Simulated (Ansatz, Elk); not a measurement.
## Bonding as seen by X-rays: Na2RhN2

Structure refinements treat a crystal as free atoms side by side. For a made-up structure of Na2RhN2 (cell and positions from a PBE relaxation) the runs below show what the calculated density changes in F(hkl).

Main program and level: Elk 11.2.3 (patched build); DFT, PBE, all-electron APW+lo, Dirac cores, scalar-relativistic bands, static density, no spin.

This account leaves out most program logs.

The structure was built from a prototype and need not be the compound's stable phase.

### 1. Starting point

It takes space group P-3m1 (No. 164, trigonal). The conventional cell has a = 4.769 Å, b = 4.769 Å, c = 4.959 Å, α = 90.00°, β = 90.00°, γ = 120.00°. Nearest to Rh lie 2 N at 1.88 Å. Nearest to Na lie 3 N at 2.87 Å and 3 Rh at 2.95 Å. Nearest to N lie 1 N at 1.21 Å and 1 Rh at 1.88 Å and 3 Na at 2.87 Å. Farther neighbours and most contacts between anions are not listed.

### 2. Ground state and structure factors

An all-electron density is needed, since X-rays see the cores too. Task 0 finds the density and task 195 Fourier-transforms it; tshift is off so that phases refer to the origin typed.

elk.in

```
tasks
  0
  195

xctype
  20

spinpol
  .false.

rgkmax
  7.0

gmaxvr
  14.0

lmaxo
  7

lmaxapw
  8

swidth
  0.002

tshift
  .false.

ramdisk
  .false.

hmaxvr
  5.5

maxscl
  120

epspot
  1e-06

sppath
  './'

avec
  9.01188375705 0.00000000000 0.00000000000
  -4.50594187853 7.80452026956 -0.00000000000
  0.00000000000 -0.00000000000 9.37023681243

atoms
  3
  'Rh.in'
  1
  -0.0000000000 -0.0000000000 -0.0000000000   0.000000 0.000000 0.000000
  'Na.in'
  2
  0.6666666667 0.3333333333 0.2116677145   0.000000 0.000000 0.000000
  0.3333333333 0.6666666667 0.7883322855   0.000000 0.000000 0.000000
  'N.in'
  2
  0.0000000000 -0.0000000000 0.3782200068   0.000000 0.000000 0.000000
  0.0000000000 -0.0000000000 0.6217799932   0.000000 0.000000 0.000000

ngridk
  6 6 5
```

Command:

```
> OMP_NUM_THREADS=4 elk
```

It took 42 s on 4 threads of Arm Neoverse V2, shared host; peak memory 0.23 GiB; 2.2 min of CPU time.

SFACRHO.OUT:

```text

h k l indices transformed by vhmat matrix:
   1.000000000       0.000000000       0.000000000    
   0.000000000       1.000000000       0.000000000    
   0.000000000       0.000000000       1.000000000    

      h      k      l  multipl.   |H|            Re(F)            Im(F)           |F|

      0      0      0      1   0.0000000       80.999999      0.89642787E-17   80.999999    
      0      0     -1      2  0.67054712       37.988178      0.22865074E-14   37.988178    
     -1      1      0      6  0.80507002       43.318053     -0.45790570E-14   43.318053    
      1      0     -1      6   1.0477458       13.696089      0.48588282E-14   13.696089    
      0      1     -1      6   1.0477458       43.630465     -0.34297611E-14   43.630465    
      0      0     -2      2   1.3410942       21.445158     -0.57162685E-15   21.445158    
     -1     -1      0      6   1.3944222       60.508355      0.12479593E-13   60.508355    
     -1     -1      1     12   1.5472707       31.738939      0.85744028E-15   31.738939    
      0      1      2      6   1.5641840       34.895902      -0.0000000       34.895902    
      1     -1     -2      6   1.5641840       47.409018     -0.51446417E-14   47.409018    
      0     -2      0      6   1.6101400       33.658639     -0.45174744E-14   33.658639    
      0     -2     -1      6   1.7441859       37.699949      0.40013880E-14   37.699949    
      2     -2     -1      6   1.7441859       12.808008      0.12861604E-13   12.808008    
      2     -1      2     12   1.9346697       18.908282      0.97176565E-14   18.908282    
      0      0      3      2   2.0116414       26.109810     -0.85744028E-15   26.109810    
      0      2      2      6   2.0954915       41.345170     -0.45730148E-14   41.345170    
      0     -2      2      6   2.0954915       30.718359      0.11432537E-14   30.718359    
      1     -3      0     12   2.1300151       29.079381      0.48948509E-16   29.079381
```

Elk indexes on the primitive cell of elk.in and gives |H| = 4π sin θ/λ in inverse bohr. Below, one row stands for each form hkl of the conventional cell (m members, Friedel mates merged), F is for one primitive cell and the density is static (no thermal factor). Free-atom factors are Waasmaier and Kirfel's, and R is Σm||F|−|F'||/Σm|F|. Elk warned that it couldn't find a linearisation energy, which lowers the accuracy of some states in this run and its variants.

```
hkl   m  sin θ/λ (Å⁻¹)  abs F, DFT  neutral atoms   diff.
001   2          0.101      37.988         37.535  +0.453
100   6          0.121      43.318         42.972  +0.346
011   6          0.158      13.696         13.858  -0.162
101   6          0.158      43.630         43.862  -0.231
002   2          0.202      21.445         21.613  -0.168
110   6          0.210      60.508         60.747  -0.239
111  12          0.233      31.739         32.116  -0.377
012   6          0.235      34.896         35.060  -0.164
102   6          0.235      47.409         47.641  -0.232
200   6          0.242      33.659         33.814  -0.156
021   6          0.262      37.700         38.066  -0.366
201   6          0.262      12.808         13.030  -0.222
112  12          0.291      18.908         18.959  -0.051
003   2          0.302      26.110         25.736  +0.373
022   6          0.315      41.345         41.443  -0.098
202   6          0.315      30.718         30.757  -0.038
210  12          0.320      29.079         29.153  -0.074
013   6          0.326      46.299         46.125  +0.174
103   6          0.326      29.456         29.231  +0.225
121  12          0.336      12.501         12.648  -0.147
211  12          0.336      33.840         34.032  -0.193
300   6          0.363      44.956         45.044  -0.088
```

### 3. The highest occupied states alone

An energy window below the Fermi level keeps the highest occupied states, to see at which angles they scatter; shallow core shells can lie inside it and anion s states outside. No new self-consistency is needed.

Edit elk.in of step 2 so:

```diff
@@ -1,3 +1,2 @@
 tasks
-  0
   195
@@ -40,2 +39,5 @@
 
+wsfac
+  -0.418110 0.433130
+
 sppath
```

Command:

```
> OMP_NUM_THREADS=4 elk
```

Run time: 8.8 s. Hardware: 4 threads; peak memory 0.16 GiB.

States within 15 eV below the Fermi level hold 18.99 electrons; any levels below the window count with the cores. Their amplitudes can exceed the total, where window and core parts have opposite phase:

```csv
hkl,sin θ/λ (Å⁻¹),"abs F, window","abs F, all"
001,0.101,2.978,37.988
100,0.121,12.371,43.318
011,0.158,1.312,13.696
101,0.158,1.310,43.630
002,0.202,2.562,21.445
110,0.210,6.776,60.508
111,0.233,0.315,31.739
012,0.235,1.807,34.896
102,0.235,1.791,47.409
200,0.242,5.249,33.659
```

### 4. Another try

In this try the input is made faulty on purpose, to show what that does.

The input is changed as shown.

Edit elk.in of step 3 so:

```diff
@@ -1,2 +1,3 @@
 tasks
+  0
   195
@@ -39,5 +40,2 @@
 
-wsfac
-  -0.418110 0.433130
-
 sppath
@@ -64,3 +62,3 @@
 
-ngridk
+ngrid
   6 6 5
```

Command:

```
> OMP_NUM_THREADS=4 elk
```

The job ended after 0.01 s (4 threads; peak memory 0.16 GiB).

The input was rejected at the start.

The program's message: “Error(readinput): invalid block name : ngrid”

A key was misspelt on purpose.

### 5. Another functional

The difference from free atoms is small, so it is set against the change that LDA (Perdew-Wang) makes.

Edit elk.in of step 4 so:

```diff
@@ -5,3 +5,3 @@
 xctype
-  20
+  3
 
@@ -62,3 +62,3 @@
 
-ngrid
+ngridk
   6 6 5
```

Command:

```
> OMP_NUM_THREADS=4 elk
```

Run time: 30 s. Hardware: 4 threads; peak memory 0.2 GiB; 1.7 min of CPU time.

Against the first run R = 0.04 %; the largest change is -0.066 at 013.

### 6. A coarser k-mesh

About half the k-points along each axis test the sampling.

Edit elk.in of step 5 so:

```diff
@@ -5,3 +5,3 @@
 xctype
-  3
+  20
 
@@ -63,2 +63,2 @@
 ngridk
-  6 6 5
+  3 3 2
```

Command:

```
> OMP_NUM_THREADS=4 elk
```

Run time: 21 s. Hardware: 4 threads; peak memory 0.22 GiB.

Against the first run R = 0.06 %; the largest change is -0.098 at 003.

### 7. Settings against the effect

```
              run  R against the first run (%)  R against neutral atoms, low angle (%)  wall time
    PBE, rgkmax 7                         0.00                                    0.71       42 s
LDA (Perdew-Wang)                         0.04                                    0.70       30 s
     k-mesh 3×3×2                         0.06                                    0.64       21 s
```

### 8. Results

```
R against neutral atoms, sin θ/λ < 0.3 Å⁻¹ : 0.71 %
R against neutral atoms, 0.3 to 0.74 Å⁻¹   : 0.31 %
```

In words: Independent neutral atoms miss the calculated amplitudes by R = 0.71 % below 0.3 Å⁻¹ and 0.31 % from there to 0.74 Å⁻¹; by shells, 0.89 % below 0.15 Å⁻¹ (2 forms), 0.68 % 0.15 to 0.3 (11 forms), 0.40 % 0.3 to 0.45 (28 forms), 0.28 % above 0.45 (108 forms). Bonding, aspherical density and the tables' own atoms all enter these figures, and the runs don't part them. The largest change of an amplitude is +0.57 electrons, at 004. The window's part falls from 19.0 electrons at the origin to at most 0.52 between 0.45 and 0.74 Å⁻¹. Below 0.3 Å⁻¹ the changes that finished (LDA (Perdew-Wang) and k-mesh 3×3×2) move F by R = 0.07 % at most, against the 0.71 % that separates it from free atoms. The basis has no finished test. These runs have no spin, though d or f shells may be open. The electron count is odd, so without spin the run is a metal by force. Part of the difference isn't bonding: the tables are fits to free atoms and ions calculated by other methods than this functional. Thermal motion, anomalous dispersion and extinction are left out.

[Logs are printed without paths, hosts, clocks, repeated set-up lines and the standing remarks that a program may print on its own settings, such as how far it seeks lower states.]

[Hosts, paths, dates, database ids (printed as entryN), source tags and the programs' standing remarks are cut or masked in the printed files.]
